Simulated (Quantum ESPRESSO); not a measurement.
# CoSi2(111), stepped through the number of trilayers, part 4 of 8

What law, if any, do the results for CoSi2(111) follow against the number of trilayers?

Quantum ESPRESSO 7.5; plane-wave DFT, PBE, GBRV ultrasoft pseudopotentials.

So far. Step 2 (Variable-cell relaxation of the reference):  The last row is no step: it is a fresh SCF in the final cell with a new plane-wave basis, +0 meV from the row before. Step 4 (Relaxation with pw.x, 2 trilayers): The relaxation lowers the energy by 10 meV an atom.

## 5. Self-consistent run, 2 trilayers

A run under open boundaries on these atoms gives the vacuum levels.

m0.esm.in

```
&control
  prefix = 'm0.esm'
  outdir = './out'
  pseudo_dir = './pseudo'
  calculation = 'scf'
  tprnfor = .true.
/
&system
  ibrav = 0
  nat = 6
  ntyp = 2
  ecutwfc = 40
  ecutrho = 200
  occupations = 'smearing'
  smearing = 'mv'
  degauss = 0.02
  assume_isolated = 'esm'
  esm_bc = 'bc1'
/
&electrons
  conv_thr = 1e-08
  mixing_beta = 0.25
  electron_maxstep = 160
  mixing_mode = 'local-TF'
  mixing_ndim = 12
/
ATOMIC_SPECIES
  Si  28.0850  si_pbe_v1.uspp.F.UPF
  Co  58.9332  co_pbe_v1.2.uspp.F.UPF
CELL_PARAMETERS angstrom
  3.78698640100000 0.00000000000000 0.00000000000000
  -1.89349320050000 3.27962642722956 0.00000000000000
  0.00000000000000 0.00000000000000 20.62953115494823
ATOMIC_POSITIONS crystal
  Si  0.666666666700 0.333333333300 -0.107861207600
  Co  0.000000000000 0.000000000000 -0.075272604600
  Si  0.333333333300 0.666666666700 -0.036673962500
  Si  0.000000000000 0.000000000000 0.036673962500
  Co  0.333333333300 0.666666666700 0.075272604600
  Si  0.666666666700 0.333333333300 0.107861207600
K_POINTS automatic
  12 12 1 0 0 0
```

Command:

```bash
> OMP_NUM_THREADS=1 mpirun -n 8 pw.x -nk 8 -in m0.esm.in > m0.esm.out
```

Log:

```text
[banner, memory and clock lines left out]
Program PWSCF v.7.5 starts
[citation notice left out]

[...]
Message from routine setup:
[...]
bravais-lattice index     =            0
     lattice parameter (alat)  =       7.1564  a.u.
     unit-cell volume          =    1729.0362 (a.u.)^3
     number of atoms/cell      =            6
     number of atomic types    =            2
     number of electrons       =        50.00
     number of Kohn-Sham states=           30
     kinetic-energy cutoff     =      40.0000  Ry
     charge density cutoff     =     200.0000  Ry
     scf convergence threshold =      1.0E-08
     mixing beta               =       0.2500
     number of iterations used =           12  local-TF  mixing
     Exchange-correlation= SLA  PW   PBE  PBE
                           (   1   4   3   4   0   0   0)

     Effective Screening Medium Method
     Boundary Conditions: Vacuum-Slab-Vacuum
     total charge in unit cell        =   0.0000
     grid points for fit at edges     =        4

[...]
PseudoPot. # 1 for Si read from file:
     ./pseudo/si_pbe_v1.uspp.F.UPF
     Pseudo is Ultrasoft + core correction, Zval =  4.0
     Generated by new atomic code, or converted to UPF format
     Using radial grid of  899 points,  6 beta functions with:
                l(1) =   0
                l(2) =   0
                l(3) =   1
                l(4) =   1
                l(5) =   2
                l(6) =   2
     Q(r) pseudized with  8 coefficients,  rinner =    0.900   0.900   0.900
                                                       0.900   0.900

     PseudoPot. # 2 for Co read from file:
     ./pseudo/co_pbe_v1.2.uspp.F.UPF
     Pseudo is Ultrasoft + core correction, Zval = 17.0
     Generated by new atomic code, or converted to UPF format
     Using radial grid of  863 points,  6 beta functions with:
                l(1) =   0
                l(2) =   0
                l(3) =   1
                l(4) =   1
                l(5) =   2
                l(6) =   2
     Q(r) pseudized with  8 coefficients,  rinner =    1.200   1.200   1.200
                                                       1.200   1.200

     atomic species   valence    mass     pseudopotential
     Si                4.00    28.08500     Si( 1.00)
     Co               17.00    58.93320     Co( 1.00)

     12 Sym. Ops., with inversion, found ( 6 have fractional translation)

[...]
number of k points=    19  Marzari-Vanderbilt smearing, width (Ry)=  0.0200
[...]
Dense  grid:    82465 G-vectors     FFT dimensions: (  36,  36, 180)

     Smooth grid:    59071 G-vectors     FFT dimensions: (  30,  30, 160)

     Check: negative core charge=   -0.000009

     Initial potential from superposition of free atoms

     starting charge      47.9973, renormalised to      50.0000

     negative rho (up, down):  6.943E-04 0.000E+00
     Starting wfcs are   42 randomized atomic wfcs

     per-process dynamical memory:    88.0 Mb

     Self-consistent Calculation

     iteration #  1     ecut=    40.00 Ry     beta= 0.25
     Davidson diagonalization with overlap
     ethr =  1.00E-02,  avg # of iterations =  5.6

     negative rho (up, down):  4.673E-03 0.000E+00

     total energy              =    -633.19142868 Ry
     estimated scf accuracy    <      32.67089226 Ry

     iteration #  2     ecut=    40.00 Ry     beta= 0.25
[...]
negative rho (up, down):  7.430E-03 0.000E+00

[...]
total energy              =    -633.57102097 Ry
     estimated scf accuracy    <       5.08315394 Ry

     iteration #  3     ecut=    40.00 Ry     beta= 0.25
[...]
negative rho (up, down):  4.423E-03 0.000E+00

[...]
total energy              =    -634.90190181 Ry
     estimated scf accuracy    <       2.43295868 Ry

     iteration #  4     ecut=    40.00 Ry     beta= 0.25
[...]
negative rho (up, down):  3.171E-03 0.000E+00

[...]
total energy              =    -635.23606154 Ry
     estimated scf accuracy    <       0.06977871 Ry

     iteration #  5     ecut=    40.00 Ry     beta= 0.25
[...]
negative rho (up, down):  4.758E-03 0.000E+00

[...]
total energy              =    -635.51688347 Ry
     estimated scf accuracy    <       0.76568332 Ry

     iteration #  6     ecut=    40.00 Ry     beta= 0.25
[...]
negative rho (up, down):  9.716E-05 0.000E+00

[...]
total energy              =    -635.37473743 Ry
     estimated scf accuracy    <       0.86530270 Ry

[...]
iteration # 31     ecut=    40.00 Ry     beta= 0.25
[...]
negative rho (up, down):  8.472E-04 0.000E+00

[...]
total energy              =    -635.40357832 Ry
     estimated scf accuracy    <       0.00000013 Ry

     iteration # 32     ecut=    40.00 Ry     beta= 0.25
[...]
negative rho (up, down):  8.476E-04 0.000E+00

[...]
total energy              =    -635.40357815 Ry
     estimated scf accuracy    <       0.00000010 Ry

     iteration # 33     ecut=    40.00 Ry     beta= 0.25
[...]
negative rho (up, down):  8.517E-04 0.000E+00

[...]
total energy              =    -635.40357828 Ry
     estimated scf accuracy    <       0.00000003 Ry

     iteration # 34     ecut=    40.00 Ry     beta= 0.25
[...]
negative rho (up, down):  8.504E-04 0.000E+00

[...]
End of self-consistent calculation

          k = 0.0000 0.0000 0.0000 (  7345 PWs)   bands (ev):

   -99.7370 -99.7370 -63.0834 -63.0834 -63.0832 -63.0832 -62.9991 -62.9979
   -17.5637 -15.5418 -12.0842  -8.8639  -8.8639  -8.6214  -8.6214  -8.4663
    -7.5909  -6.8646  -6.8646  -6.5323  -6.5323  -6.0724  -4.1746  -4.1746
    -2.7753  -2.7223  -2.2871  -2.2870  -2.2017  -1.1311

          k = 0.0000 0.0962 0.0000 (  7395 PWs)   bands (ev):

   -99.7370 -99.7370 -63.0835 -63.0834 -63.0833 -63.0832 -62.9991 -62.9979
   -17.4708 -15.4491 -12.0360  -9.2538  -8.8649  -8.7511  -8.5513  -8.2045
    -7.5718  -6.9654  -6.9206  -6.5128  -6.4977  -6.1588  -4.6566  -4.3988
    -3.0731  -2.7314  -2.6996  -2.6274  -2.1940  -1.3942

[...]
the Fermi energy is    -5.1173 ev

!    total energy              =    -635.40357988 Ry
     estimated scf accuracy    <          8.8E-09 Ry
     smearing contrib. (-TS)   =       0.00290883 Ry
     internal energy E=F+TS    =    -635.40648871 Ry

     The total energy is F=E-TS. E is the sum of the following terms:
     one-electron contribution =    2063.07265915 Ry
     hartree contribution      =   -1037.85885535 Ry
     xc contribution           =     -82.75601068 Ry
     ewald contribution        =   -1577.86428183 Ry

     convergence has been achieved in  34 iterations

     negative rho (up, down):  8.504E-04 0.000E+00

     Forces acting on atoms (cartesian axes, Ry/au):

     atom    1 type  1   force =     0.00000000   -0.00000000    0.00037557
     atom    2 type  2   force =    -0.00000000    0.00000000   -0.00049024
     atom    3 type  1   force =     0.00000000    0.00000000   -0.00068232
     atom    4 type  1   force =     0.00000000    0.00000000    0.00068232
     atom    5 type  2   force =     0.00000000   -0.00000000    0.00049024
     atom    6 type  1   force =     0.00000000    0.00000000   -0.00037557

     Total force =     0.001301     Total SCF correction =     0.000247
     SCF correction compared to forces is large: reduce conv_thr to get better values

[...]
```

Run time: 2 min. Hardware: 8 MPI ranks of Arm Neoverse N1, shared host; peak memory 1.1 GiB; 16 min of CPU time.

Read from the output:

```
Fermi energy                                                   : -5.117 eV
vacuum line at the lower end of the cell, over the Fermi level : 5.117 eV
vacuum line at the upper end of the cell, over the Fermi level : 5.117 eV
```

Electrostatic potential energy of an electron; zero at the Fermi level. Table of potential energy, planar mean by z:

z (Å), potential energy, planar mean (eV) and a bar from the least value:
```
    -10.0        5.1 ##############################
     -9.5        5.1 ##############################
     -9.0        5.1 ##############################
     -8.5        5.1 ##############################
     -8.0        5.1 ##############################
     -7.5        5.1 ##############################
     -7.0        5.1 ##############################
     -6.5        5.1 ##############################
     -6.0        5.1 ##############################
     -5.5        5.1 ##############################
     -5.0        5.1 ##############################
     -4.5        5.0 ##############################
     -4.0        4.8 ##############################
     -3.5        4.0 ############################
     -3.0        0.9 ########################
     -2.5       -6.3 ##############
     -2.0      -12.9 #####
     -1.5      -16.2 
     -1.0      -11.2 #######
     -0.5       -7.1 #############
      0.0       -3.3 ##################
      0.5       -7.1 #############
      1.0      -11.2 #######
      1.5      -16.2 
      2.0      -12.9 #####
      2.5       -6.3 ##############
      3.0        0.9 ########################
      3.5        4.0 ############################
      4.0        4.8 ##############################
      4.5        5.0 ##############################
      5.0        5.1 ##############################
      5.5        5.1 ##############################
      6.0        5.1 ##############################
      6.5        5.1 ##############################
      7.0        5.1 ##############################
      7.5        5.1 ##############################
      8.0        5.1 ##############################
      8.5        5.1 ##############################
      9.0        5.1 ##############################
      9.5        5.1 ##############################
     10.0        5.1 ##############################
```

The vacuum levels are read from the outermost 0.7 Å of the cell on either side.

Inside the slab this potential holds the local part of the pseudopotentials, which can be repulsive at the nuclei; only its value in the vacuum has a meaning of its own.

(Continued in part 5 of 8.)

[Logs are printed without paths, hosts, clocks, repeated set-up lines and the standing remarks that a program may print on its own settings, such as how far it seeks lower states.]

[Hosts, paths, dates, database ids (printed as entryN), source tags and the programs' standing remarks are cut or masked in the printed files.]

[Maps of the electrostatic potential energy from Ansatz leave out the sawtooth potential of an applied field or a dipole correction, so their vacuum need not be flat; planar profiles and work functions include it.]
